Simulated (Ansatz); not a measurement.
# Antimonene bilayer (AA) in a perpendicular field, part 2 of 2

Wanted: the out-of-plane response of the antimonene bilayer (AA). A positive field points along +c.

Ansatz 0.2.0; plane-wave DFT, PBE-D3(BJ), Ansatz PAW (set soft_1); PAW set soft_1 (the session's first sound run).

So far. Step 8 (Single point, field -0.25 V/Å): The dipole is -0.178 e·Å, and the gap 0.210 eV. Step 9 (Response, atoms held): The induced dipole is that of a conductor 8.93 Å thick.

## (10) With spin-orbit coupling (continued)

The electronic bands at the labelled points (eV, zero at the Fermi level of the run, which the smearing sets inside the gap):

| point | band 57 | band 58 | band 59 | band 60 | band 61 | band 62 | band 63 | band 64 |
| --- | --- | --- | --- | --- | --- | --- | --- | --- |
| Γ | -0.26 | -0.26 | -0.25 | -0.25 | 0.85 | 0.85 | 1.66 | 1.66 |
| halfway | -1.44 | -1.44 | -0.92 | -0.92 | 0.45 | 0.45 | 1.36 | 1.36 |
| M | -2.05 | -2.05 | -1.72 | -1.72 | 0.70 | 0.70 | 0.76 | 0.76 |
| halfway | -2.46 | -2.46 | -1.75 | -1.75 | 0.79 | 0.79 | 1.39 | 1.39 |
| K | -2.13 | -2.13 | -1.95 | -1.95 | 0.04 | 0.04 | 1.36 | 1.36 |
| halfway | -1.42 | -1.42 | -1.03 | -1.03 | 1.42 | 1.42 | 1.60 | 1.60 |
| Γ | -0.26 | -0.26 | -0.25 | -0.25 | 0.85 | 0.85 | 1.66 | 1.66 |

The gap is 0.15 eV, with the valence edge 4.26 eV and the conduction edge 4.10 eV under the upper vacuum level.

## (11) With spin-orbit coupling, field 0.2 V/Å

The same in a field along the normal.

Contents of input.yaml:

```yaml
crystal:
  lattice:
    - [4.0805423759, 0.0, 0.0]
    - [-2.040271188, 3.5338533588, 0.0]
    - [0.0, 0.0, 24.2731018823]
  atoms:
    - { symbol: Sb, position: [0.6666666667, 0.3333333333, 0.3707807945] }
    - { symbol: Sb, position: [0.3333333333, 0.6666666667, 0.4387937203] }
    - { symbol: Sb, position: [0.6666666667, 0.3333333333, 0.5612062797] }
    - { symbol: Sb, position: [0.3333333333, 0.6666666667, 0.6292192055] }
kpoints:
  mp_grid: { grid: [12, 12, 1] }
  band_path: { path: [[0, 0, 0], [0.12, 0, 0]], npoints: 24 }
hamiltonian:
  xc: pbe
  pseudopotentials: { kind: paw_fr, azcp: { folder: soft_1 } }
magnetization:
  noncollinear: true
  spin_orbit: true
scf:
  occupations: { method: fermi_dirac, width: 0.05 }
  convergence: { dr2_threshold: 1.0e-09 }
efield:
  axis: 3
  dipole_correction: true
  ramp_position: 0.9625
  ramp_width: 0.075
  amplitude: 0.2
output:
  write_potential: true
  write_density: true
  volumetric_format: npy
```

The run is started by

```
> ansatz run input.yaml --threads 4 --pin off --max-ram 6144MiB --backend cpu --events-out ev --progress --plain --runs-dir out
```

Run time: 57 s. Hardware: 4 threads of Intel Xeon Platinum 8259CL at 2.50GHz (Skylake/Cascade Lake), shared host; peak memory 2.3 GiB.

Numbers from this step:

| Item | Value |
| --- | --- |
| energy at zero smearing | -25947.6427 eV |
| dipole along the normal | 0.1425 e·Å |
| gap along the path | 0.9589 eV |
| smallest direct gap along the path | 1.097 eV |
| gap, the smaller of path and mesh | 0.1458 eV |

The dipole is 0.142 e·Å, and the gap 0.146 eV.

## (12) The same run with other settings

This step: plane-wave DFT, PBE-D3(BJ), Ansatz PAW (set soft_1) (Ansatz 0.2.0).

A run with a changed input: it repeats the earlier run at 0.03 V/Å with kpoints.mp_grid.grid from [12, 12, 1] to [4, 4, 1] and basis.ecutrho_ratio to 6; its output block differs too.

input.yaml, the sections that differ from step 11:

```yaml
kpoints:
  mp_grid: { grid: [4, 4, 1] }
  band_path:
    path: [[0, 0, 0], [0.5, 0, 0], [0.33333333, 0.33333333, 0], [0, 0, 0]]
    npoints: 16
hamiltonian:
  xc: pbe
  dispersion: d3bj
  pseudopotentials: { kind: paw, azcp: { folder: soft_1 } }
scf:
  occupations: { method: fermi_dirac, width: 0.05 }
  convergence: { dr2_threshold: 1.0e-10 }
efield:
  axis: 3
  dipole_correction: true
  ramp_position: 0.97
  ramp_width: 0.06
  amplitude: 0.03
basis:
  ecutrho_ratio: 6
# crystal, output: as in step 11
# magnetization: removed
```

The job ended after 6.5 s (4 threads; peak memory 0.78 GiB).

| quantity | this run | earlier run | difference |
| --- | --- | --- | --- |
| dipole along the normal (e·Å) | 0.02152 | 0.02136 | 1.6e-4 |
| gap along the path (eV) | 0.2142 | 0.2114 | 0.0029 |
| smallest direct gap along the path (eV) | 1.315 | 1.311 | 0.0033 |

What moves beyond 0.01 in its unit (for the dipole 0.5 % and 5e-5 e·Å): dipole along the normal (+0.000163 e·Å).

The change shows in the results, which are not taken further.

## (13) A changed input

Another changed input: it repeats the earlier run at 0.03 V/Å with scf.eigensolver.kind to davidson, basis.precision to f64 and scf.convergence.dr2_threshold from 1e-10 to 1e-09; its output block differs too.

Edit input.yaml of step 12 so:

```diff
@@ -11,3 +11,3 @@
 kpoints:
-  mp_grid: { grid: [4, 4, 1] }
+  mp_grid: { grid: [12, 12, 1] }
   band_path:
@@ -21,3 +21,4 @@
   occupations: { method: fermi_dirac, width: 0.05 }
-  convergence: { dr2_threshold: 1.0e-10 }
+  convergence: { dr2_threshold: 1.0e-09 }
+  eigensolver: { kind: davidson }
 efield:
@@ -33,2 +34,2 @@
 basis:
-  ecutrho_ratio: 6
+  precision: f64
```

Wall time 15 s (4 threads); peak memory 0.74 GiB; 58 s of CPU time.

Numbers from this step:

```
energy at zero smearing            : -25939.2675 eV
dipole along the normal            : 0.02136 e·Å
gap along the path                 : 0.2114 eV
smallest direct gap along the path : 1.311 eV
gap, the smaller of path and mesh  : 0.2114 eV
```

The electronic bands at the labelled points (eV, zero at the Fermi level of the run, which the smearing sets inside the gap):

| point | band 27 | band 28 | band 29 | band 30 | band 31 | band 32 | band 33 | band 34 |
| --- | --- | --- | --- | --- | --- | --- | --- | --- |
| Γ | -0.72 | -0.48 | -0.48 | -0.39 | 0.96 | 1.99 | 2.11 | 2.11 |
| halfway | -1.73 | -1.51 | -1.44 | -0.93 | 0.50 | 1.41 | 2.46 | 2.48 |
| M | -2.73 | -2.36 | -2.05 | -1.74 | 0.74 | 0.80 | 1.76 | 2.33 |
| halfway | -3.05 | -2.82 | -2.39 | -1.72 | 0.83 | 1.43 | 1.90 | 2.45 |
| K | -3.18 | -3.18 | -1.99 | -1.98 | 0.08 | 1.42 | 2.31 | 2.31 |
| halfway | -2.66 | -2.38 | -1.39 | -0.99 | 1.48 | 1.68 | 1.87 | 2.60 |
| Γ | -0.72 | -0.48 | -0.48 | -0.39 | 0.96 | 1.99 | 2.11 | 2.11 |

| quantity | this run | earlier run | difference |
| --- | --- | --- | --- |
| dipole along the normal (e·Å) | 0.02136 | 0.02136 | 7.0e-6 |
| gap along the path (eV) | 0.2114 | 0.2114 | -2.0e-6 |
| smallest direct gap along the path (eV) | 1.311 | 1.311 | 0 |

Nothing in the table moves by 0.01 in its unit (for the dipole 0.5 % and 5e-5 e·Å). The run took 12 SCF cycles against 11.

The path shows an indirect gap of 0.21 eV (valence top between K and Γ, conduction bottom at K). The least direct gap is 1.31 eV.

## (14) Results

| Quantity | Value |
| --- | --- |
| gap without field | 0.211 eV |
| ionisation energy, upper face | 4.33 eV |
| electron affinity, upper face | 4.11 eV |
| equivalent conductor thickness, atoms held | 8.93 Å |

**Reading.** The induced dipole equals that of a perfect conductor 8.93 Å thick, while the outer atoms lie 6.27 Å apart; an out-of-plane ε follows only once a thickness t is chosen, by 1 − 1/ε = 8.93 Å / t. The gap stays within 0.01 eV of 0.21 eV over the fields run, up to 0.25 V/Å in size. Semilocal functionals give gaps that are too small, and excitons are not included. The field series itself is without spin-orbit coupling.

[Long decimals in the printed logs are rounded to 6 places.]

[Logs are printed without paths, hosts, clocks, repeated set-up lines and the standing remarks that a program may print on its own settings, such as how far it seeks lower states.]

[Hosts, paths, dates, database ids (printed as entryN), source tags and the programs' standing remarks are cut or masked in the printed files.]

[Maps of the electrostatic potential energy from Ansatz leave out the sawtooth potential of an applied field or a dipole correction, so their vacuum need not be flat; planar profiles and work functions include it.]
